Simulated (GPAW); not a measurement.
# Mo2CCl2 MXene monolayer: work function by functional and basis, part 2 of 2

How far do functional and basis move the work function of Mo2CCl2 MXene monolayer?

GPAW 26.7.0; GPAW, PAW setups; layer in a repeated cell with vacuum, relaxation of atoms and in-plane cell (the session's first sound run).

So far, upper work function (eV): step 3 (the slab's potential, PBE, GPAW) 4.50; step 4 (OptPBE vdW: xc = "optPBE-vdW", GPAW, PAW setups, GPAW) 4.77; step 5 (self-consistent run: xc = "revPBE") 4.41; step 6 (self-consistent run: xc = "vdW-DF2", GPAW, PAW setups, GPAW) 4.96; step 7 (self-consistent run: xc = "LDA") 4.75.

## Step 8: Self-consistent run: xc = "RPBE"

The same geometry under RPBE, to see how far the functional moves the levels against the vacuum.

The input, run.py:

```python
import json
import numpy as np
from ase import Atoms
from gpaw import GPAW, PW

slab = Atoms(
    ['Cl', 'Mo', 'C', 'Mo', 'Cl'],
    positions=[
        [-0.00000, 1.93787, 7.00000],
        [1.67825, 0.96894, 8.77095],
        [0.00000, 0.00000, 9.70334],
        [-0.00000, 1.93787, 10.63574],
        [1.67825, 0.96894, 12.40669]],
    cell=[[3.3565, -0.0, 0.0], [-1.67825, 2.90681, 0.0], [0.0, 0.0, 19.4067]],
    pbc=[True, True, False])

slab.calc = GPAW(mode=PW(500), xc='RPBE', kpts={'size': (12, 12, 1), 'gamma': True},
                 occupations={'name': 'fermi-dirac', 'width': 0.05}, nbands='160%',
                 convergence={'density': 1e-05}, maxiter=200,
                 poissonsolver={'dipolelayer': 'xy'},
                 symmetry={'tolerance': 1e-3}, txt='slab.txt')
result = {}
energy = slab.get_potential_energy()
fermi = slab.calc.get_fermi_level()
v = slab.calc.get_electrostatic_potential().mean((0, 1)) - fermi
n = slab.calc.get_pseudo_density().mean((0, 1))
L = slab.cell[2, 2]
z = np.arange(len(v)) * L / len(v)
low, high = slab.positions[:, 2].min(), slab.positions[:, 2].max()
below, above = np.interp([low - 4.8, high + 4.8], z, v)
slopes = [np.interp(x, z, np.gradient(v, z)) for x in (low - 4.8, high + 4.8)]
eps = np.array([[slab.calc.get_eigenvalues(k, s) for k in range(len(slab.calc.get_ibz_k_points()))]
                for s in range(slab.calc.get_number_of_spins())]) - fermi
top, bottom = eps[eps < 0].max(), eps[eps > 0].min()
dipole = slab.get_dipole_moment()[2]
print(f'energy {energy:.4f} eV, Fermi level {fermi:.4f} eV, dipole {dipole:.5f} e A')
print(f'potential 4.8 A off the faces, from the Fermi level: lower {below:.4f} eV, upper {above:.4f} eV')
print(f'slope of the potential there: lower {slopes[0]:.5f}, upper {slopes[1]:.5f} eV/A')
print(f'nearest levels on the mesh: {top:.4f} and {bottom:.4f} eV')
print('magnetic moment', round(slab.get_magnetic_moment(), 3))
result.update(energy=energy, fermi=fermi, dipole=dipole, below=below, above=above, slopes=slopes, edges=[top, bottom],
              z=z.tolist(), v=v.tolist(), n=n.tolist(), positions=slab.positions.tolist(),
              forces=slab.get_forces(apply_constraint=False).tolist(), moments=slab.get_magnetic_moments().tolist())
json.dump(result, open('result.json', 'w'))
```

Launch:

```console
$ OMP_NUM_THREADS=1 OPENBLAS_NUM_THREADS=1 python run.py
```

The job ended after 49 s (1 thread of Intel Xeon Platinum 8488C (Sapphire Rapids), shared host; peak memory 0.26 GiB).

Numbers from this step:

```yaml
dipole_along_the_normal: -1.38e-4 e·Å
levels_nearest_the_fermi_level_on_the_mesh: -0.05274, 0.08799 eV from the Fermi level
upper_work_function: 4.418 eV
lower_work_function: 4.415 eV
```

Electrostatic potential energy of an electron (without an applied field's), less the Fermi level, planar mean against z:

| z (Å) | electrostatic potential energy of an electron (without an applied field's), less the Fermi level, planar mean (eV) |
| --- | --- |
| 0.0 | 4.42 |
| 0.5 | 4.41 |
| 1.0 | 4.41 |
| 1.5 | 4.41 |
| 2.0 | 4.41 |
| 2.5 | 4.41 |
| 3.0 | 4.41 |
| 3.5 | 4.41 |
| 4.0 | 4.41 |
| 4.5 | 4.40 |
| 5.0 | 4.36 |
| 5.5 | 4.13 |
| 6.0 | 2.88 |
| 6.5 | -3.74 |
| 7.0 | -17.2 |
| 7.5 | -5.95 |
| 8.0 | -5.18 |
| 8.5 | -16.8 |
| 9.0 | -18.8 |
| 9.5 | -13.7 |
| 10.0 | -13.4 |
| 10.5 | -20.2 |
| 11.0 | -14.3 |
| 11.5 | -4.18 |
| 12.0 | -8.00 |
| 12.5 | -16.2 |
| 13.0 | -1.64 |
| 13.5 | 3.30 |
| 14.0 | 4.21 |
| 14.5 | 4.38 |
| 15.0 | 4.41 |
| 15.5 | 4.42 |
| 16.0 | 4.42 |
| 16.5 | 4.42 |
| 17.0 | 4.42 |
| 17.5 | 4.42 |
| 18.0 | 4.42 |
| 18.5 | 4.42 |
| 19.0 | 4.42 |

The upper face's work function is 4.418 eV, against 4.505 eV in the first plane-wave PBE run at this geometry.

## Step 9: Real-space grid: mode = "fd"

A real-space grid is a second complete basis, so it checks the plane-wave result.

Changes to run.py since step 8:

```diff
@@ -3,3 +3,3 @@
 from ase import Atoms
-from gpaw import GPAW, PW
+from gpaw import GPAW
 
@@ -16,3 +16,3 @@
 
-slab.calc = GPAW(mode=PW(500), xc='RPBE', kpts={'size': (12, 12, 1), 'gamma': True},
+slab.calc = GPAW(mode='fd', h=0.18, xc='PBE', kpts={'size': (12, 12, 1), 'gamma': True},
                  occupations={'name': 'fermi-dirac', 'width': 0.05}, nbands='160%',
```

The job ended after 2.5 min (1 thread; peak memory 0.62 GiB).

Numbers from this step:

```
dipole along the normal                    : -1.69e-4 e·Å
levels nearest the Fermi level on the mesh : -0.05127, 0.08583 eV from the Fermi level
upper work function                        : 4.505 eV
lower work function                        : 4.501 eV
```

The upper face's work function is 4.505 eV, against 4.505 eV in the first plane-wave PBE run at this geometry.

## Step 10: Atomic orbitals: mode = "lcao"

Atom-centred orbitals end a few angstrom from the surface, which tests how much the density's tail matters.

Changes to run.py since step 9:

```diff
@@ -16,4 +16,4 @@
 
-slab.calc = GPAW(mode='fd', h=0.18, xc='PBE', kpts={'size': (12, 12, 1), 'gamma': True},
-                 occupations={'name': 'fermi-dirac', 'width': 0.05}, nbands='160%',
+slab.calc = GPAW(mode='lcao', basis='dzp', h=0.18, xc='PBE', kpts={'size': (12, 12, 1), 'gamma': True},
+                 occupations={'name': 'fermi-dirac', 'width': 0.05}, nbands='120%',
                  convergence={'density': 1e-05}, maxiter=200,
```

Run time: 4.4 min. Hardware: 1 thread; peak memory 0.3 GiB.

This step gave:

- levels nearest the Fermi level on the mesh: -0.07819, 0.09948 eV from the Fermi level
- upper work function: 4.652 eV
- lower work function: 4.648 eV

The upper face's work function is 4.652 eV, against 4.505 eV in the first plane-wave PBE run at this geometry.

## Step 11: Cost and result by level

Times are for 1 thread of Intel Xeon Platinum 8488C (Sapphire Rapids), shared host. The runs compared:

| no. | run | upper work function (eV) | lower work function (eV) | time | memory (GiB) |
| --- | --- | --- | --- | --- | --- |
| 1 | pw | 4.505 | 4.501 | 46 s | 0.26 |
| 2 | optPBE vdW | 4.766 | 4.762 | 60 s | 0.44 |
| 3 | revPBE | 4.409 | 4.405 | 46 s | 0.26 |
| 4 | vdW DF2 | 4.960 | 4.957 | 60 s | 0.44 |
| 5 | LDA | 4.745 | 4.742 | 47 s | 0.26 |
| 6 | RPBE | 4.418 | 4.415 | 49 s | 0.26 |
| 7 | fd | 4.505 | 4.501 | 2.5 min | 0.62 |
| 8 | lcao | 4.652 | 4.648 | 4.4 min | 0.3 |

## Step 12: Side by side

Results and costs are gathered.

This step: comparison of work functions, dipole and cost (GPAW 26.7.0).

Ladder, by row:

| step | code | work function, upper (eV) | work function, lower (eV) | dipole (e Å) | wall time (s) | peak memory (GiB) | threads |
| --- | --- | --- | --- | --- | --- | --- | --- |
| pw | GPAW | 4.505 | 4.501 | -1.37e-4 | 46.02 | 0.26 | 1 |
| optPBE-vdW | GPAW | 4.766 | 4.762 | -1.37e-4 | 60.21 | 0.44 | 1 |
| revPBE | GPAW | 4.409 | 4.405 | -1.38e-4 | 45.69 | 0.26 | 1 |
| vdW-DF2 | GPAW | 4.96 | 4.957 | -1.37e-4 | 60.29 | 0.44 | 1 |
| LDA | GPAW | 4.745 | 4.742 | -1.37e-4 | 46.82 | 0.26 | 1 |
| RPBE | GPAW | 4.418 | 4.415 | -1.38e-4 | 48.64 | 0.26 | 1 |
| fd | GPAW | 4.505 | 4.501 | -1.69e-4 | 152.7 | 0.62 | 1 |
| lcao | GPAW | 4.652 | 4.648 | -1.69e-4 | 265 | 0.3 | 1 |

## Step 13: A changed run

One more run, with changed settings.

This step: GPAW, PAW setups; slab in vacuum (GPAW 26.7.0).

Changes to run.py since step 10:

```diff
@@ -3,3 +3,4 @@
 from ase import Atoms
-from gpaw import GPAW
+from gpaw import GPAW, PW
+from gpaw.external import ConstantElectricField
 
@@ -16,6 +17,7 @@
 
-slab.calc = GPAW(mode='lcao', basis='dzp', h=0.18, xc='PBE', kpts={'size': (12, 12, 1), 'gamma': True},
-                 occupations={'name': 'fermi-dirac', 'width': 0.05}, nbands='120%',
-                 convergence={'density': 1e-05}, maxiter=200,
+slab.calc = GPAW(mode=PW(500), xc='PBE', kpts={'size': (12, 12, 1), 'gamma': True},
+                 occupations={'name': 'fermi-dirac', 'width': 0.05}, nbands='160%',
+                 convergence={'density': 1e-05}, maxiter=75,
                  poissonsolver={'dipolelayer': 'xy'},
+                 external=ConstantElectricField(3.0, [0, 0, 1]),
                  symmetry={'tolerance': 1e-3}, txt='slab.txt')
```

The job ended after 5.3 min (1 thread; peak memory 0.56 GiB).

The run finished. A setting was moved off its sound value on purpose, so it serves as a test and not as the result.

The fault put into the input: a field far too strong (field = 3.0).

Side by side:

| quantity | this run | sound run | difference |
| --- | --- | --- | --- |
| dipole along the normal (e·Å) | 1.7276 | -1.374e-4 | 1.73 |

One result that differs is the dipole along the normal, 1.73 e·Å against -1.4e-4 e·Å.

## Step 14: What came out

| Property | Result |
| --- | --- |
| work function, both faces | 4.50 eV |
| dipole along the normal | -1.4e-4 e Å |

With plane waves and PBE the work function is 4.50 eV on the upper face and 4.50 eV on the lower. Over the sound runs of the table the upper face's work function spans 4.409 (revPBE) to 4.960 eV (vdW-DF2). Atomic orbitals miss the plane-wave value by 0.15 eV, since they describe the tail of the density in the vacuum poorly. The starting lattice was a guess from atomic radii; the relaxation moved it by 11 %. The layer's cell and atoms come from the relaxation; spin-orbit coupling and temperature are left out.

[Logs are printed without paths, hosts, clocks, repeated set-up lines and the standing remarks that a program may print on its own settings, such as how far it seeks lower states.]

[Hosts, paths, dates, database ids (printed as entryN), source tags and the programs' standing remarks are cut or masked in the printed files.]
